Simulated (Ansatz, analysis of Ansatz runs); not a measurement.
# How often does Be try the jump in Be3N2 (P6_3/mmc)?, part 2 of 2

Aim: the prefactor of a hop in Be3N2 (P6_3/mmc) (V_Be hop (2.3 Å), charge 0) from the modes of the moving atom at the start and at the top of a path found beforehand. Model: a cell of 120 host atoms with 1 Be taken out.

Ansatz 0.2.0; plane-wave PAW DFT, PBEsol; finite-difference force constants of the moving atom alone.

So far. Step 2 (Vibrations of the moving atom at the start point): The three modes are 433, 625 and 747 cm⁻¹: all real, a minimum for this atom with the others held.

### 3. Vibrations of the moving atom at the top of the path

The same at the top, where the mode along the path should be imaginary.

Contents of q0.top.modes/input.yaml:

```yaml
crystal:
  lattice:
    - [8.51188336, 4.91433815, 0.0]
    - [-8.51188336, 4.91433815, 0.0]
    - [0.0, 0.0, 9.71005664]
  atoms:
    - { symbol: Be, position: [-0.00039878, 0.33304502, 0.07806847] }
    - { symbol: Be, position: [0.17218777, 0.17141082, 0.07676893] }
    - { symbol: Be, position: [0.33761005, 0.00178091, 0.07931278] }
    - { symbol: Be, position: [0.00022455, 0.16907021, 0.57778846] }
    - { symbol: Be, position: [0.16903976, 0.00380646, 0.57928071] }
    - { symbol: Be, position: [0.33209978, 0.32551446, 0.57877723] }
    - { symbol: Be, position: [0.00292862, 0.16795138, 0.92276644] }
    - { symbol: Be, position: [0.16577144, -0.00178796, 0.92390764] }
    - { symbol: Be, position: [0.34213348, 0.34614316, 0.91603785] }
    - { symbol: Be, position: [0.00043528, 0.33544963, 0.42139909] }
    - { symbol: Be, position: [0.16491891, 0.16552856, 0.42092799] }
    - { symbol: Be, position: [0.3294522, -0.00440752, 0.42241851] }
    - { symbol: Be, position: [0.00124859, 0.00132287, 0.24493894] }
    - { symbol: Be, position: [0.16714488, 0.33385182, 0.25413356] }
    - { symbol: Be, position: [0.3338893, 0.16608352, 0.25782823] }
    - { symbol: Be, position: [0.00086626, 0.00174102, 0.74834102] }
    - { symbol: Be, position: [0.16661732, 0.33637021, 0.75108559] }
    - { symbol: Be, position: [0.33477853, 0.16771556, 0.76252582] }
    - { symbol: "N", position: [0.00047149, 0.00156644, 0.00141265] }
    - { symbol: "N", position: [0.16801379, 0.33558014, -0.00140843] }
    - { symbol: "N", position: [0.33491584, 0.16773216, -0.00429841] }
    - { symbol: "N", position: [0.00351388, 0.00200114, 0.50173898] }
    - { symbol: "N", position: [0.16622484, 0.33288009, 0.49881512] }
    - { symbol: "N", position: [0.33314384, 0.16454089, 0.49655113] }
    - { symbol: "N", position: [0.00012282, 0.33400386, 0.24963464] }
    - { symbol: "N", position: [0.16793967, 0.16746827, 0.24904849] }
    - { symbol: "N", position: [0.33369984, -0.00088926, 0.25078099] }
    - { symbol: "N", position: [0.00061102, 0.16876471, 0.7503219] }
    - { symbol: "N", position: [0.16728349, 0.00100332, 0.751535] }
    - { symbol: "N", position: [0.32913273, 0.33007926, 0.74719336] }
    - { symbol: Be, position: [-0.0044611, 0.831494, 0.07831912] }
    - { symbol: Be, position: [0.1677546, 0.66615239, 0.08033489] }
    - { symbol: Be, position: [0.33182174, 0.50076111, 0.08081337] }
    - { symbol: Be, position: [-0.00464596, 0.66548783, 0.57790787] }
    - { symbol: Be, position: [0.16681274, 0.50168154, 0.5770818] }
    - { symbol: Be, position: [0.33592944, 0.83039836, 0.57670813] }
    - { symbol: Be, position: [0.00337095, 0.66828906, 0.92295427] }
    - { symbol: Be, position: [0.16723901, 0.50165476, 0.92305799] }
    - { symbol: Be, position: [0.33164878, 0.83177189, 0.9226528] }
    - { symbol: Be, position: [0.00529426, 0.83757474, 0.42140156] }
    - { symbol: Be, position: [0.16346375, 0.66593372, 0.42256941] }
    - { symbol: Be, position: [0.3341824, 0.50320494, 0.42366218] }
    - { symbol: Be, position: [-0.00099785, 0.50025483, 0.24547955] }
    - { symbol: Be, position: [0.16637042, 0.83361602, 0.24098337] }
    - { symbol: Be, position: [0.33263655, 0.66696078, 0.25672089] }
    - { symbol: Be, position: [-0.00172128, 0.5005606, 0.74879843] }
    - { symbol: Be, position: [0.16612536, 0.83373831, 0.73983114] }
    - { symbol: Be, position: [0.33241826, 0.66609051, 0.74942813] }
    - { symbol: "N", position: [-0.00043793, 0.50094438, 0.00166817] }
    - { symbol: "N", position: [0.16661237, 0.83357394, 0.00425369] }
    - { symbol: "N", position: [0.33221503, 0.66709117, 0.00292031] }
    - { symbol: "N", position: [-0.00233527, 0.49907733, 0.50191121] }
    - { symbol: "N", position: [0.16592526, 0.83343874, 0.50527229] }
    - { symbol: "N", position: [0.32690428, 0.66317884, 0.49897227] }
    - { symbol: "N", position: [-0.00024831, 0.83371779, 0.24995908] }
    - { symbol: "N", position: [0.16516966, 0.66667176, 0.25120432] }
    - { symbol: "N", position: [0.33317138, 0.50018143, 0.25205031] }
    - { symbol: "N", position: [-0.00056938, 0.66744354, 0.75052092] }
    - { symbol: "N", position: [0.16543844, 0.50137086, 0.75034525] }
    - { symbol: "N", position: [0.33293429, 0.8329672, 0.74995236] }
    - { symbol: Be, position: [0.49666681, 0.33139643, 0.07959508] }
    - { symbol: Be, position: [0.66515184, 0.16095344, 0.07944857] }
    - { symbol: Be, position: [0.83504832, 0.004036, 0.07999337] }
    - { symbol: Be, position: [0.49566908, 0.16124632, 0.57790037] }
    - { symbol: Be, position: [0.66797115, 0.00372559, 0.57583209] }
    - { symbol: Be, position: [0.83463857, 0.33219164, 0.57883747] }
    - { symbol: Be, position: [0.50329621, 0.1687101, 0.92300437] }
    - { symbol: Be, position: [0.66448303, -0.00678237, 0.92145534] }
    - { symbol: Be, position: [0.83071957, 0.33544411, 0.92424347] }
    - { symbol: Be, position: [0.50264924, 0.33226741, 0.42213795] }
    - { symbol: Be, position: [0.66769777, 0.16958819, 0.42224484] }
    - { symbol: Be, position: [0.83456299, -0.00177742, 0.42278512] }
    - { symbol: Be, position: [0.50016213, -0.00236618, 0.2674157] }
    - { symbol: Be, position: [0.66636997, 0.33256195, 0.23968862] }
    - { symbol: Be, position: [0.83385687, 0.1672782, 0.25792312] }
    - { symbol: Be, position: [0.49924651, -0.00195381, 0.75572779] }
    - { symbol: Be, position: [0.66185644, 0.32986243, 0.73875944] }
    - { symbol: Be, position: [0.8318917, 0.16579907, 0.76049758] }
    - { symbol: "N", position: [0.50010011, -0.00095138, -0.00254574] }
    - { symbol: "N", position: [0.66565225, 0.3332197, 0.00413893] }
    - { symbol: "N", position: [0.83343945, 0.16704093, -0.00364746] }
    - { symbol: "N", position: [0.49992575, -0.00061043, 0.49692348] }
    - { symbol: "N", position: [0.66686065, 0.33183135, 0.50497017] }
    - { symbol: "N", position: [0.83482048, 0.16910705, 0.49764008] }
    - { symbol: "N", position: [0.50005024, 0.3325622, 0.25087028] }
    - { symbol: "N", position: [0.66645793, 0.16566684, 0.25086145] }
    - { symbol: "N", position: [0.83492127, 0.00146309, 0.25107692] }
    - { symbol: "N", position: [0.4991105, 0.16457544, 0.75029385] }
    - { symbol: "N", position: [0.66654231, 0.00060288, 0.74892574] }
    - { symbol: "N", position: [0.83212644, 0.33448962, 0.7514771] }
    - { symbol: Be, position: [0.4970199, 0.83337641, 0.08266075] }
    - { symbol: Be, position: [0.67031301, 0.66625771, 0.08110388] }
    - { symbol: Be, position: [0.83149541, 0.50415598, 0.0777162] }
    - { symbol: Be, position: [0.66998115, 0.50147001, 0.5783742] }
    - { symbol: Be, position: [0.83803349, 0.83351683, 0.57662967] }
    - { symbol: Be, position: [0.50353491, 0.66708311, 0.92690971] }
    - { symbol: Be, position: [0.65689012, 0.49714346, 0.9181635] }
    - { symbol: Be, position: [0.82947551, 0.83788067, 0.92197105] }
    - { symbol: Be, position: [0.50294726, 0.81974501, 0.43054945] }
    - { symbol: Be, position: [0.66165306, 0.67210211, 0.42507207] }
    - { symbol: Be, position: [0.83227745, 0.49565269, 0.42125428] }
    - { symbol: Be, position: [0.50034125, 0.50006814, 0.24687375] }
    - { symbol: Be, position: [0.66778679, 0.83465557, 0.23933531] }
    - { symbol: Be, position: [0.83275975, 0.66711824, 0.26861366] }
    - { symbol: Be, position: [0.48675361, 0.59343862, 0.62365391] }
    - { symbol: Be, position: [0.66607399, 0.83244473, 0.72133266] }
    - { symbol: Be, position: [0.83258858, 0.67069257, 0.76704384] }
    - { symbol: "N", position: [0.50051674, 0.50070471, 0.00545561] }
    - { symbol: "N", position: [0.66770913, 0.83495592, 0.0094256] }
    - { symbol: "N", position: [0.83265922, 0.66809115, -0.00682667] }
    - { symbol: "N", position: [0.5002988, 0.49333242, 0.49901135] }
    - { symbol: "N", position: [0.67550776, 0.83962175, 0.50739353] }
    - { symbol: "N", position: [0.83401044, 0.6668783, 0.49348753] }
    - { symbol: "N", position: [0.50034508, 0.83170313, 0.25504514] }
    - { symbol: "N", position: [0.66670836, 0.66739813, 0.25270284] }
    - { symbol: "N", position: [0.83220216, 0.49997153, 0.24973418] }
    - { symbol: "N", position: [0.50250202, 0.67574435, 0.76166831] }
    - { symbol: "N", position: [0.6740333, 0.50155798, 0.7483101] }
    - { symbol: "N", position: [0.83447471, 0.83654761, 0.74957143] }
  symmetry: { detect: false }
basis:
  ecutwfc: 420
  xc_grid: 2
hamiltonian:
  xc: pbesol
kpoints:
  mp_grid: { grid: [1, 1, 1], shift: [0.25, 0.25, 0.25] }
scf:
  occupations: { method: fermi_dirac, width: 0.01 }
  max_iter: 150
phonons:
  supercell: [1, 1, 1]
  displaced_sites: [104]
  amplitude: 0.02
```

Command:

```sh
> ansatz run input.yaml --threads 4 --pin off --max-ram 14131MiB --backend cpu --events-out ev --progress --plain --runs-dir out
```

What it wrote:

```text
[...]
Crystal: 119 atoms, lattice volume = 812.349 Å³
Basis set: ecut = 420 eV, 15933 PW (Γ), exchange–correlation on 144×144×144 points (8 copies of the dense FFT grid, shifted against one another)
Bands: 310, of which v1, the nominal top of the filled ones, is band 191 counted from 1 (190 counted from 0)
Symmetry: 1 space group operations
k-points: 1
[...]
SCF iter   1: F=—  HF=-24710.293054 eV  |F-HF|=—  |Δ(HF+E_count)|=         —  Δρ=2.04e-2  dr2=5.54e0  ethr=1.77e-3  ⟨swp⟩=10.0  Hψ=1761  notcnv=0  defer=88
[...]
SCF iter  18: F=-24709.544932 eV  HF=-24709.544932 eV  |F-HF|=2.84e-10  |Δ(HF+E_count)|=  1.38e-10  Δρ=1.45e-7  dr2=3.13e-10  ethr=1.00e-12  ⟨swp⟩=19.0  Hψ=2149  notcnv=0
SCF 1 converged in 18 iterations: F = -24709.544932 eV  dr2 = 3.13e-10
[...]
SCF iter  17: F=-24709.543264 eV  HF=-24709.543264 eV  |F-HF|=5.46e-11  |Δ(HF+E_count)|=  7.28e-12  Δρ=5.82e-8  dr2=5.39e-11  ethr=1.00e-12  ⟨swp⟩=1.0  Hψ=514  notcnv=0
SCF 2 converged in 17 iterations: F = -24709.543264 eV  dr2 = 5.39e-11
[...]
SCF iter  12: F=-24709.543345 eV  HF=-24709.543345 eV  |F-HF|=3.64e-12  |Δ(HF+E_count)|=  1.09e-11  Δρ=2.59e-8  dr2=5.92e-12  ethr=1.00e-12  ⟨swp⟩=3.0  Hψ=507  notcnv=0
SCF 3 converged in 12 iterations: F = -24709.543345 eV  dr2 = 5.92e-12
[...]
SCF iter  15: F=-24709.543806 eV  HF=-24709.543806 eV  |F-HF|=2.18e-11  |Δ(HF+E_count)|=  1.09e-11  Δρ=3.24e-8  dr2=1.40e-11  ethr=1.00e-12  ⟨swp⟩=2.0  Hψ=591  notcnv=0
SCF 4 converged in 15 iterations: F = -24709.543806 eV  dr2 = 1.40e-11
[...]
SCF iter  12: F=-24709.543844 eV  HF=-24709.543844 eV  |F-HF|=1.82e-11  |Δ(HF+E_count)|=  1.46e-11  Δρ=5.12e-8  dr2=2.88e-11  ethr=1.00e-12  ⟨swp⟩=2.0  Hψ=659  notcnv=0
SCF 5 converged in 12 iterations: F = -24709.543844 eV  dr2 = 2.88e-11
[...]
SCF iter  16: F=-24709.540377 eV  HF=-24709.540377 eV  |F-HF|=7.28e-11  |Δ(HF+E_count)|=  8.73e-11  Δρ=3.66e-8  dr2=7.07e-11  ethr=1.00e-12  ⟨swp⟩=3.0  Hψ=739  notcnv=0
SCF 6 converged in 16 iterations: F = -24709.540377 eV  dr2 = 7.07e-11
[...]
SCF iter  11: F=-24709.540430 eV  HF=-24709.540430 eV  |F-HF|=3.64e-11  |Δ(HF+E_count)|=  4.37e-11  Δρ=4.39e-8  dr2=4.40e-11  ethr=1.00e-12  ⟨swp⟩=3.0  Hψ=659  notcnv=0
SCF 7 converged in 11 iterations: F = -24709.540430 eV  dr2 = 4.40e-11
the harmonic batch is solved at displacements of 0.00125 Å and a dr2 threshold of 1.6e-11 eV too, to whose constants those of the typed 0.02 Å and 1.0e-9 eV are held (scf.occupations.method, Limitations)
SCF iter   1: F=—  HF=-24710.293054 eV  |F-HF|=—  |Δ(HF+E_count)|=         —  Δρ=2.04e-2  dr2=5.54e0  ethr=1.77e-3  ⟨swp⟩=10.0  Hψ=1761  notcnv=0  defer=88
[...]
SCF iter  19: F=-24709.544932 eV  HF=-24709.544932 eV  |F-HF|=3.64e-12  |Δ(HF+E_count)|=    0.00e0  Δρ=2.31e-8  dr2=7.03e-12  ethr=1.00e-12  ⟨swp⟩=20.0  Hψ=2479  notcnv=0
SCF 8 converged in 19 iterations: F = -24709.544932 eV  dr2 = 7.03e-12
[...]
SCF iter  13: F=-24709.544924 eV  HF=-24709.544924 eV  |F-HF|=0.00e0  |Δ(HF+E_count)|=    0.00e0  Δρ=1.94e-8  dr2=3.04e-12  ethr=1.00e-12  ⟨swp⟩=4.0  Hψ=826  notcnv=0
SCF 9 converged in 13 iterations: F = -24709.544924 eV  dr2 = 3.04e-12
[...]
SCF iter  13: F=-24709.544928 eV  HF=-24709.544928 eV  |F-HF|=7.28e-12  |Δ(HF+E_count)|=  1.46e-11  Δρ=2.23e-8  dr2=6.77e-12  ethr=1.00e-12  ⟨swp⟩=4.0  Hψ=843  notcnv=0
SCF 10 converged in 13 iterations: F = -24709.544928 eV  dr2 = 6.77e-12
[...]
SCF iter  14: F=-24709.544927 eV  HF=-24709.544927 eV  |F-HF|=7.28e-12  |Δ(HF+E_count)|=    0.00e0  Δρ=2.23e-8  dr2=9.30e-12  ethr=1.00e-12  ⟨swp⟩=3.0  Hψ=860  notcnv=0
SCF 11 converged in 14 iterations: F = -24709.544927 eV  dr2 = 9.30e-12
[...]
SCF iter  14: F=-24709.544929 eV  HF=-24709.544929 eV  |F-HF|=1.82e-11  |Δ(HF+E_count)|=    0.00e0  Δρ=1.14e-8  dr2=3.52e-12  ethr=1.00e-12  ⟨swp⟩=3.0  Hψ=876  notcnv=0
SCF 12 converged in 14 iterations: F = -24709.544929 eV  dr2 = 3.52e-12
[...]
SCF iter  14: F=-24709.544916 eV  HF=-24709.544916 eV  |F-HF|=0.00e0  |Δ(HF+E_count)|=  7.28e-12  Δρ=3.16e-8  dr2=1.34e-11  ethr=1.00e-12  ⟨swp⟩=4.0  Hψ=851  notcnv=0
SCF 13 converged in 14 iterations: F = -24709.544916 eV  dr2 = 1.34e-11
[...]
SCF iter  15: F=-24709.544913 eV  HF=-24709.544913 eV  |F-HF|=3.64e-12  |Δ(HF+E_count)|=  7.28e-12  Δρ=7.95e-9  dr2=1.84e-12  ethr=1.00e-12  ⟨swp⟩=3.0  Hψ=812  notcnv=0
SCF 14 converged in 15 iterations: F = -24709.544913 eV  dr2 = 1.84e-12
the harmonic batch's force constants are those of the typed 0.02 Å and are borne out by those of 0.00125 Å (scf.occupations.method, Limitations); [...]
SCF converged after 19 iterations
Free energy (F): -24709.544932 eV
[...]
Internal energy: -24709.520303 eV  (E = F + TS)
E sigma→0 (E₀):  -24709.532618 eV
Entropy (-TS):   -0.024630 eV (-0.207 meV/atom)
Fermi energy:    7.831476 eV
[...]
--- Forces (eV/Å), atoms counted from 1 ---
  atom   1  Be     0.00006155    -0.00082449    -0.00073491
  atom   2  Be     0.00008007     0.00077595     0.00109081
  [... 3 atoms left out ...]
  atom   6  Be     0.00033172    -0.00001437     0.00030383
  [... 23 atoms left out ...]
  atom  30  N      0.00038909     0.00063076    -0.00028798
  [... 17 atoms left out ...]
  atom  48  Be     0.00010924    -0.00015637     0.01428409
  [... 45 atoms left out ...]
  atom  94  Be    -0.00059076     0.00012825    -0.00020223
  [... 1 atom left out ...]
  atom  96  Be     0.00032025    -0.00010700     0.00122988
  [... 8 atoms left out ...]
  atom 105  Be    -0.00124717    -0.00098910     0.00110872
  atom 106  Be     0.00026691     0.00012646     0.00218149
  [... 4 atoms left out ...]
  atom 111  N      0.00062194     0.00060064     0.00063846
  [... 5 atoms left out ...]
  atom 117  N      0.00190129     0.00049281    -0.00708168
  atom 118  N      0.00042622     0.00025412     0.00007947
  [... 1 atom left out ...]
  max |Σ_I F_I| component: 4.14e-5 eV/Å
--- Band table (eV) ---
[...]
transpose residual: 8.8e-3 eV/Å²
[...]
frequencies among the named sites at Γ of the cell (cm⁻¹): -276.47 338.70 1028.53
  unstable modes among the named sites: 1
  frequencies as built, with no sum rule (cm⁻¹): -276.47 338.70 1028.53
  zero-point energy: 0.084757 eV/cell   skipped modes (ω ≤ 0): 1, of them read as no rigid motion or as one in doubt: 1 (1.000e0 modes/cell left out, lowest -276.47 cm⁻¹)
[...]
```

Run time: 4.6 min. Hardware: 4 threads of Arm Neoverse V2, shared host; peak memory 1.7 GiB; 17 min of CPU time.

Numbers from this step:

| Item | Value |
| --- | --- |
| free energy | -24709.5449 eV |
| smearing term TS | 0.02463 eV |
| frequencies of moving atom | -276.5, 338.7, 1029 cm⁻¹ (negative: imaginary) |

The three modes are 276i, 339 and 1029 cm⁻¹: one imaginary, a saddle of first order for this atom with the others held.

### 4. Attempt frequency and hop rate

Analysis of the runs above: harmonic transition-state theory from the moving atom's modes alone (Vineyard), PBEsol.

It gives:

| Quantity | Value |
| --- | --- |
| attempt frequency | 17.39 THz |

The hop rate by temperature:

```
temperature (K)  hop rate (1/s)
            200         8.7e-35
            300         5.1e-19
            400         3.9e-11
            600         0.00297
            800            26.0
           1000            6021
```

### 5. Results

```json
{"attempt frequency (attempt frequency and hop rate)": "17.4 THz"}
```

**Reading.** The attempt frequency, the product of the three frequencies at the start over that of the two real ones at the top (Vineyard), is 17.4 THz. With the barrier of 1.88 eV it gives 3.0e-03 hops a second at 600 K along this one path; equivalent neighbouring sites multiply that. The host's atoms were held, though they move along the path too, so the prefactor is rough. Limits: one k-point off the zone centre stands for the whole zone.

[Long decimals in the printed logs are rounded to 6 places.]

[Repeated set-up lines and some long k-point lines are left out of the logs, and relaxed atomic positions are cut to six decimals.]

[Logs are printed without paths, hosts, clocks, repeated set-up lines and the standing remarks that a program may print on its own settings, such as how far it seeks lower states.]

[Hosts, paths, dates, database ids (printed as entryN), source tags and the programs' standing remarks are cut or masked in the printed files.]
